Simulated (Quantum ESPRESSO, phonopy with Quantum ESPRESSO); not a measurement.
## Grüneisen parameters and expansion of CaO (Fm-3m)

Wanted: mode Grüneisen parameters of CaO and a free-energy fit over volumes.

Experimental results on record:
- heat capacity C_P per formula unit 42.2 J/mol/K and bulk modulus 113 GPa near room temperature (given in “High-Throughput Prediction of Finite-Temperature Properties using the Quasi-Harmonic Approximation”, 2016, arXiv:1603.06924)

Main program and level: Quantum ESPRESSO 7.5; DFT LDA, scalar-relativistic, plane waves, PseudoDojo norm-conserving pseudopotentials.

This is a report of a sequence of runs, with most program output left out.

## Step 1: The starting structure

Symmetry: Fm-3m, No. 225, cubic system. The conventional cell has a = 4.813 Å, b = 4.813 Å, c = 4.813 Å, α = 90.00°, β = 90.00°, γ = 90.00°. Nearest to Ca lie 6 O at 2.41 Å. Nearest to O lie 6 Ca at 2.41 Å. Farther neighbours and most contacts between anions are not listed.

## Step 2: Probe on a coarse mesh

A cheap single point shows whether the cell is a metal or an insulator and how far it is from rest; that sets the k-mesh and the occupations of what follows.

The input, probe.in:

```
&control
   calculation = 'scf'
   prefix = 'x'
   outdir = './tmp'
   pseudo_dir = './pseudo'
   tprnfor = .true.
   tstress = .true.
   verbosity = 'high'
/
&system
   ibrav = 0
   nat = 2
   ntyp = 2
   ecutwfc = 84.0
   occupations = 'smearing'
   smearing = 'gaussian'
   degauss = 0.01
/
&electrons
   conv_thr = 1.0d-07
   mixing_beta = 0.7
   electron_maxstep = 100
/
ATOMIC_SPECIES
 Ca     40.0780  Ca.upf
 O      15.9990  O.upf
CELL_PARAMETERS angstrom
     0.000000000    2.406500000    2.406500000
     2.406500000    0.000000000    2.406500000
     2.406500000    2.406500000    0.000000000
ATOMIC_POSITIONS crystal
 Ca     0.000000000   0.000000000   0.000000000
 O      0.500000000   0.500000000   0.500000000
K_POINTS automatic
 6 6 6 0 0 0
```

On the command line:

```
$ OMP_NUM_THREADS=1 mpirun -n 8 pw.x -nk 8 -in probe.in > probe.out
```

Run time: 1.9 s. Hardware: 8 MPI ranks of Arm Neoverse V2, shared host; 14 s of CPU time.

A gap read on the k-mesh alone can miss the band edges.

Numbers from this step:

| Quantity | Value |
| --- | --- |
| volume per atom | 13.94 Å³ |
| pressure | -7.623 GPa |
| gap on the k-mesh | 3.494 eV |

The start is under -7.6 GPa at this level and looks like an insulator or semiconductor on this mesh.

## Step 3: Relaxation

The vibrations must be taken about the equilibrium of this functional, not about the starting cell, so the structure is relaxed.

The input, relax.in:

```
&control
   calculation = 'vc-relax'
   prefix = 'x'
   outdir = './tmp'
   pseudo_dir = './pseudo'
   tprnfor = .true.
   tstress = .true.
   forc_conv_thr = 2.0d-05
   etot_conv_thr = 1.0d-07
   nstep = 40
/
&system
   ibrav = 0
   nat = 2
   ntyp = 2
   ecutwfc = 84.0
   occupations = 'fixed'
   nbnd = 10
/
&electrons
   conv_thr = 1.0d-11
   mixing_beta = 0.7
   electron_maxstep = 100
/
&ions
/
&cell
   press_conv_thr = 0.1
/
ATOMIC_SPECIES
 Ca     40.0780  Ca.upf
 O      15.9990  O.upf
CELL_PARAMETERS angstrom
     0.000000000    2.406500000    2.406500000
     2.406500000    0.000000000    2.406500000
     2.406500000    2.406500000    0.000000000
ATOMIC_POSITIONS crystal
 Ca     0.000000000   0.000000000   0.000000000
 O      0.500000000   0.500000000   0.500000000
K_POINTS automatic
 8 8 8 0 0 0
```

On the command line:

```
$ OMP_NUM_THREADS=1 mpirun -n 8 pw.x -nk 8 -in relax.in > relax.out
```

It took 15 s on 8 MPI ranks; 1.9 min of CPU time.

The steps of the relaxation:

```
step  energy less that of the first step (eV)  largest force (eV/Å)  volume (Å³)
   1                                   0.0000                0.0000        27.87
   2                                  -0.0381                0.0000        26.80
   3                                  -0.0468                0.0000        25.93
   4                                  -0.0469                0.0000        26.03
   5                                  -0.0469                0.0000        26.02
   6                                  -0.0468                0.0000        26.02
```

```
conventional cell, symmetrised  before  after  change
                         a (Å)   4.813  4.704  -2.3 %
                         b (Å)   4.813  4.704  -2.3 %
                         c (Å)   4.813  4.704  -2.3 %
              volume (Å³/atom)   13.94  13.01  -6.6 %
```

Final coordinates:

```
Ca O
1.0
     0.00000    2.35203    2.35203
     2.35203    0.00000    2.35203
     2.35203    2.35203    0.00000
Ca O
1 1
Direct
  0.00000 0.00000 0.00000
  0.50000 0.50000 0.50000
```

This step gave:

| Quantity | Value |
| --- | --- |
| volume per atom | 13.01 Å³ |
| pressure | -0.02300 GPa |
| gap on the k-mesh | 3.454 eV |

After the last step pw.x solved the final cell once more on a basis chosen for it, which moves the energy without moving the atoms.

## Step 4: Self-consistent run

A tight ground state at this cell gives the energy of this member; its pressure is the stress at this cutoff, which can carry an offset from the finite basis.

The input, scf.in:

```
&control
   calculation = 'scf'
   prefix = 'x'
   outdir = './tmp'
   pseudo_dir = './pseudo'
   tprnfor = .true.
   tstress = .true.
/
&system
   ibrav = 0
   nat = 2
   ntyp = 2
   ecutwfc = 84.0
   occupations = 'fixed'
   nbnd = 10
/
&electrons
   conv_thr = 1.0d-12
   mixing_beta = 0.7
   electron_maxstep = 100
/
ATOMIC_SPECIES
 Ca     40.0780  Ca.upf
 O      15.9990  O.upf
CELL_PARAMETERS angstrom
     0.000000000    2.352030633    2.352030633
     2.352030633    0.000000000    2.352030633
     2.352030633    2.352030633    0.000000000
ATOMIC_POSITIONS crystal
 Ca     0.000000000   0.000000000   0.000000000
 O      0.500000000   0.500000000   0.500000000
K_POINTS automatic
 8 8 8 0 0 0
```

On the command line:

```
$ OMP_NUM_THREADS=1 mpirun -n 8 pw.x -nk 8 -in scf.in > scf.out
```

It took 4.1 s on 8 MPI ranks.

On a basis chosen for the relaxed cell the pressure is -0.023 GPa, small enough for phonons.

## Step 5: Zone-centre response

In a polar crystal the Born charges and ε∞ give the long-range dipole term that a finite supercell misses. They are those of this k-mesh and were not tested on a denser one; where the gap is small they converge slowly, and the LO modes with them.

The input, ph.in:

```
phonons
&inputph
   prefix = 'x'
   outdir = './tmp'
   fildyn = 'x.dyn'
   tr2_ph = 1.0d-18
   epsil = .true.
/
0.000000000 0.000000000 0.000000000
```

scf.in is that of step 4.

On the command line:

```
$ OMP_NUM_THREADS=1 mpirun -n 8 ph.x -nk 8 -in ph.in > ph.out
```

Elapsed: 42 s, on 8 MPI ranks.

This step gave:

| Item | Value |
| --- | --- |
| Γ frequencies | -2.24, -2.24, -2.24, 290.9, 290.9, 290.9 cm⁻¹ (negative: imaginary) |
| Γ symmetry | T_1u G_15 G_4- I, T_1u G_15 G_4- I, T_1u G_15 G_4- I, T_1u G_15 G_4- I, T_1u G_15 G_4- I, T_1u G_15 G_4- I |

ε∞:

```
3.87 0.00 0.00
0.00 3.87 0.00
0.00 0.00 3.87
```

Born charge (rows field, columns displacement), before the sum rule (e), principal values of the symmetric part by kind of site:

```
atom  atoms with these values    low  middle   high   mean
 Ca1                        1   2.38    2.38   2.38   2.38
  O2                        1  -2.38   -2.38  -2.38  -2.38
```

In full for Ca1:

```
2.38 0.00 0.00
0.00 2.38 0.00
0.00 0.00 2.38
```

The Born charges sum to zero within 9.0e-5 e; the rest is removed before use. Acoustic frequencies in this log differ from zero by the error of the sum rule, which ph.x does not impose.

## Step 6: Forces on a displaced cell

One atom (for the harmonic constants) or a pair of atoms (for the cubic ones) is moved by a few hundredths of an ångström; the forces on all atoms give a column of force constants. The threshold is tight because the forces are small.

System of this step: CaO. Symmetry: Imm2, No. 44, orthorhombic system. The conventional cell has a = 6.653 Å, b = 9.408 Å, c = 6.653 Å, α = 90.00°, β = 90.00°, γ = 90.00°. Ca has 6 O at 2.34 to 2.37 Å nearest. Nearest to Ca lie 6 O at 2.35 Å. Ca has 6 O at 2.35 Å nearest. Nearest to O lie 6 Ca at 2.35 Å. Farther neighbours and most contacts between anions are not listed.

The input, disp-00001.in:

```
&control
   calculation = 'scf'
   prefix = 'x'
   outdir = './tmp'
   pseudo_dir = './pseudo'
   tprnfor = .true.
   disk_io = 'none'
/
&system
   ibrav = 0
   nat = 16
   ntyp = 2
   ecutwfc = 84.0
   occupations = 'fixed'
   nbnd = 66
/
&electrons
   conv_thr = 1.0d-11
   mixing_beta = 0.7
   electron_maxstep = 100
/
ATOMIC_SPECIES
 Ca     40.0780  Ca.upf
 O      15.9990  O.upf
CELL_PARAMETERS angstrom
     0.000000000    4.704061266    4.704061266
     4.704061266    0.000000000    4.704061266
     4.704061266    4.704061266    0.000000000
ATOMIC_POSITIONS crystal
 Ca     0.003006367   0.000000000   0.000000000
 Ca     0.500000000   0.000000000   0.000000000
 Ca     0.000000000   0.500000000   0.000000000
 Ca     0.500000000   0.500000000   0.000000000
 Ca     0.000000000   0.000000000   0.500000000
 Ca     0.500000000   0.000000000   0.500000000
 Ca     0.000000000   0.500000000   0.500000000
 Ca     0.500000000   0.500000000   0.500000000
 O      0.250000000   0.250000000   0.250000000
 O      0.750000000   0.250000000   0.250000000
 O      0.250000000   0.750000000   0.250000000
 O      0.750000000   0.750000000   0.250000000
 O      0.250000000   0.250000000   0.750000000
 O      0.750000000   0.250000000   0.750000000
 O      0.250000000   0.750000000   0.750000000
 O      0.750000000   0.750000000   0.750000000
K_POINTS automatic
 3 3 3 0 0 0
```

On the command line:

```
$ OMP_NUM_THREADS=1 mpirun -n 4 pw.x -nk 4 -in disp-00001.in > disp-00001.out
```

It took 2.3 min on 4 MPI ranks.

Force by atom:

```
atom  x (eV/Å)  y (eV/Å)  z (eV/Å)   size
 Ca1     0.000    -0.136    -0.136  0.192
 Ca2     0.000     0.059     0.059  0.083
 Ca3     0.039    -0.006     0.020  0.044
 Ca4    -0.039     0.020    -0.006  0.044
 Ca5     0.039     0.020    -0.006  0.044
 Ca6    -0.039    -0.006     0.020  0.044
 Ca7     0.000    -0.019    -0.019  0.026
 Ca8     0.000     0.017     0.017  0.023
  O9     0.000    -0.003    -0.003  0.004
 O10     0.000     0.009     0.009  0.012
 O11     0.000     0.012     0.009  0.015
 O12     0.000     0.009     0.009  0.013
 O13     0.000     0.009     0.012  0.015
 O14     0.000     0.009     0.009  0.013
 O15     0.000     0.009     0.009  0.012
 O16     0.000    -0.003    -0.003  0.004
```

At this level the gap is 3.45 eV on the k-mesh of the self-consistent run, which can miss the band edges.

## Step 7: Forces on a displaced cell

disp-00002.in, as its differences from disp-00001.in of step 6:

```diff
@@ -29,3 +29,3 @@
 ATOMIC_POSITIONS crystal
- Ca     0.003006367   0.000000000   0.000000000
+ Ca     0.000000000   0.000000000   0.000000000
  Ca     0.500000000   0.000000000   0.000000000
@@ -37,3 +37,3 @@
  Ca     0.500000000   0.500000000   0.500000000
- O      0.250000000   0.250000000   0.250000000
+ O      0.253006367   0.250000000   0.250000000
  O      0.750000000   0.250000000   0.250000000
```

On the command line:

```
$ OMP_NUM_THREADS=1 mpirun -n 4 pw.x -nk 4 -in disp-00002.in > disp-00002.out
```

The job ended after 2.3 min (4 MPI ranks; 9.2 min of CPU time).

## Step 8: Phonons, V/V0 1

This step: DFT LDA, scalar-relativistic, plane waves, PseudoDojo norm-conserving pseudopotentials (phonopy with Quantum ESPRESSO 4.10.0 / 7.5).

The job ended after 2.3 min (8 threads).

This step gave:

```
point group                              : m-3m
highest frequency                        : 571.2 cm⁻¹
Debye temperature from the second moment : 586 K
lowest frequency on the path             : 0 cm⁻¹
zero-point energy                        : 0.1118 eV/cell
Γ frequencies                            : 0, 0, 0, 290.7, 290.7, 290.7 cm⁻¹ (negative: imaginary)
```

Phonopy, LO-TO term from ph.x's tensors. The phonon branches at the labelled points (cm⁻¹):

```
    point  branch 1  branch 2  branch 3  branch 4  branch 5  branch 6
        Γ         0         0         0       291       291       571
  halfway       162       162       239       319       319       499
        X       205       205       312       314       314       393
  halfway       204       231       309       314       328       388
        U       201       281       298       314       362       378
jump to K       201       281       298       314       362       378
  halfway       157       191       263       298       335       516
        Γ         0         0         0       291       291       571
  halfway       142       142       244       305       305       544
        L       190       190       325       325       384       488
  halfway       200       236       320       338       351       435
        W       242       278       278       332       360       360
  halfway       224       232       306       323       330       384
        X       205       205       312       314       314       393
```

Harmonic. Thermo, by row:

```
T (K)  F_vib (meV/atom)  S (J/mol-atom/K)  C_V (J/mol-atom/K)
    0             55.88                 0                   0
   50             55.84             0.353               1.294
  100             55.07              3.03               7.548
  150             52.44             7.256               13.34
  200             47.53             11.65               17.06
  250             40.42             15.72               19.37
  300             31.31             19.39               20.84
  350             20.39             22.68               21.82
  400              7.86             25.64               22.49
  450             -6.14             28.32               22.97
  500            -21.46             30.76               23.32
  550            -37.98                33               23.59
  600            -55.62             35.06                23.8
  650            -74.29             36.97               23.96
  700            -93.92             38.75               24.09
  750            -114.4             40.42                24.2
  800            -135.8             41.98               24.29
  850            -157.9             43.46               24.36
  900            -180.8             44.85               24.42
  950            -204.4             46.17               24.48
 1000            -228.7             47.43               24.52
```

The modes has structure finer than the step of the table below, so its rows give means over 20 cm⁻¹, whole bins alone (the curve runs from -10 to 597 cm⁻¹). Peaks (cm⁻¹: height): Ca 196.3: 0.0307, 303.2: 0.0208; O 318.5: 0.0612.

Phonopy on the run's constants, 21x21x21 mesh, Gaussian sigma 4.3 cm⁻¹. Modes against wavenumber; means over each step; values in 1/cm⁻¹/cell:

```
wavenumber (cm⁻¹)       Ca        O
                0   1.2e-5   3.9e-6
               20   3.0e-5   1.0e-5
               40   1.5e-4   5.4e-5
               60   3.7e-4   1.3e-4
               80   7.5e-4   2.5e-4
              100  0.00123   3.7e-4
              120  0.00215   5.6e-4
              140  0.00368   7.5e-4
              160  0.00701  0.00106
              180   0.0167  0.00136
              200   0.0277  0.00213
              220   0.0160  0.00138
              240   0.0109   9.6e-4
              260  0.00905   8.9e-4
              280  0.00687  0.00156
              300   0.0161   0.0169
              320   0.0148   0.0475
              340  0.00597   0.0201
              360  0.00337   0.0101
              380  0.00112  0.00503
              400   2.9e-4  0.00617
              420   4.1e-4  0.00546
              440   5.5e-4  0.00535
              460   7.2e-4  0.00550
              480   8.7e-4  0.00540
              500   9.7e-4  0.00414
              520   9.3e-4  0.00311
              540   7.9e-4  0.00230
              560   4.8e-4  0.00127
              580   3.4e-5   8.4e-5
```

No LO-TO term. The modes at Γ (shares of kinetic energy by element, %):

```
mode  frequency (cm⁻¹)  symmetry  Ca %  O %
   1               0.0       T1u    71   29
   2               0.0       T1u    71   29
   3               0.0       T1u    71   29
   4             290.7       T1u    29   71
   5             290.7       T1u    29   71
   6             290.7       T1u    29   71
```

Displacements in mode 6 (290.7 cm⁻¹), the largest set to 1:
```
Ca1  0.06  0.05 -0.40
O2  -0.15 -0.11  1.00
```

No mode is imaginary beyond numerical noise along the path.

The time given is that of the 2 pw.x runs on displaced cells behind this step.

## Step 9: Ground state at this cell, V/V0 1.015

This step: DFT LDA, scalar-relativistic, plane waves, PseudoDojo norm-conserving pseudopotentials (Quantum ESPRESSO 7.5).

System of this step: CaO. It takes space group Fm-3m (No. 225, cubic). Conventional cell: a = 4.727 Å, b = 4.727 Å, c = 4.727 Å, α = 90.00°, β = 90.00°, γ = 90.00°. Ca has 6 O at 2.36 Å nearest. Nearest to O lie 6 Ca at 2.36 Å. Farther neighbours and most contacts between anions are not listed.

scf.in: that of step 5 with these lines changed.

```diff
@@ -25,5 +25,5 @@
 CELL_PARAMETERS angstrom
-     0.000000000    2.352030633    2.352030633
-     2.352030633    0.000000000    2.352030633
-     2.352030633    2.352030633    0.000000000
+     0.000000000    2.363732471    2.363732471
+     2.363732471    0.000000000    2.363732471
+     2.363732471    2.363732471    0.000000000
 ATOMIC_POSITIONS crystal
```

On the command line:

```
$ OMP_NUM_THREADS=1 mpirun -n 8 pw.x -nk 8 -in scf.in > scf.out
```

Elapsed: 3.7 s, on 8 MPI ranks; 28 s of CPU time.

At this level the gap is 3.46 eV on the k-mesh of the self-consistent run, which can miss the band edges.

## Step 10: Zone-centre response

ph.in is that of step 5.

scf.in is that of step 9.

On the command line:

```
$ OMP_NUM_THREADS=1 mpirun -n 8 ph.x -nk 8 -in ph.in > ph.out
```

Run time: 42 s. Hardware: 8 MPI ranks.

The Born charges sum to zero within 1.1e-4 e; the rest is removed before use. Acoustic frequencies in this log differ from zero by the error of the sum rule, which ph.x does not impose.

## Step 11: A displaced supercell

System of this step: CaO. It takes space group Imm2 (No. 44, orthorhombic). Conventional cell: a = 6.686 Å, b = 9.455 Å, c = 6.686 Å, α = 90.00°, β = 90.00°, γ = 90.00°. Ca has 6 O at 2.35 to 2.38 Å nearest. Ca has 6 O at 2.36 Å nearest. Nearest to Ca lie 6 O at 2.36 Å. Nearest to O lie 6 Ca at 2.36 Å. Farther neighbours and most contacts between anions are not listed.

disp-00001.in: that of step 6 with these lines changed.

```diff
@@ -25,7 +25,7 @@
 CELL_PARAMETERS angstrom
-     0.000000000    4.704061266    4.704061266
-     4.704061266    0.000000000    4.704061266
-     4.704061266    4.704061266    0.000000000
+     0.000000000    4.727464941    4.727464941
+     4.727464941    0.000000000    4.727464941
+     4.727464941    4.727464941    0.000000000
 ATOMIC_POSITIONS crystal
- Ca     0.003006367   0.000000000   0.000000000
+ Ca     0.002991484   0.000000000   0.000000000
  Ca     0.500000000   0.000000000   0.000000000
```

On the command line:

```
$ OMP_NUM_THREADS=1 mpirun -n 4 pw.x -nk 4 -in disp-00001.in > disp-00001.out
```

Elapsed: 2.4 min, on 4 MPI ranks.

## Step 12: Phonons, V/V0 1.015

This step: DFT LDA, scalar-relativistic, plane waves, PseudoDojo norm-conserving pseudopotentials (phonopy with Quantum ESPRESSO 4.10.0 / 7.5).

Elapsed: 2.4 min, on 8 threads; 19 min of CPU time.

Phonopy, LO-TO term from ph.x's tensors. Phonon branches along the path, in cm⁻¹:

```
    point  branch 1  branch 2  branch 3  branch 4  branch 5  branch 6
        Γ         0         0         0       280       280       562
  halfway       162       162       231       308       308       493
        X       205       205       301       303       303       390
  halfway       203       229       300       304       317       384
        U       198       276       291       304       354       371
jump to K       198       276       291       304       354       371
  halfway       151       190       257       288       324       508
        Γ         0         0         0       280       280       562
  halfway       138       138       240       295       295       535
        L       184       184       315       315       378       479
  halfway       195       231       310       328       347       427
        W       236       274       274       323       351       351
  halfway       221       230       297       313       319       379
        X       205       205       301       303       303       390
```

No mode is imaginary beyond numerical noise along the path. The highest zone-centre mode (no LO–TO term) moved by -3.8 % for a volume change of +1.5 %.

The time given is that of the 2 pw.x runs on displaced cells behind this step.

(Part 1 of 3 ends here.)

[Logs are printed without paths, hosts, clocks, repeated set-up lines and the standing remarks that a program may print on its own settings, such as how far it seeks lower states.]

[Hosts, paths, dates, database ids (printed as entryN), source tags and the programs' standing remarks are cut or masked in the printed files.]

[A step with changed settings may run another functional than the one named; its input shows which.]

[Of the runs on displaced cells, only some may be shown.]
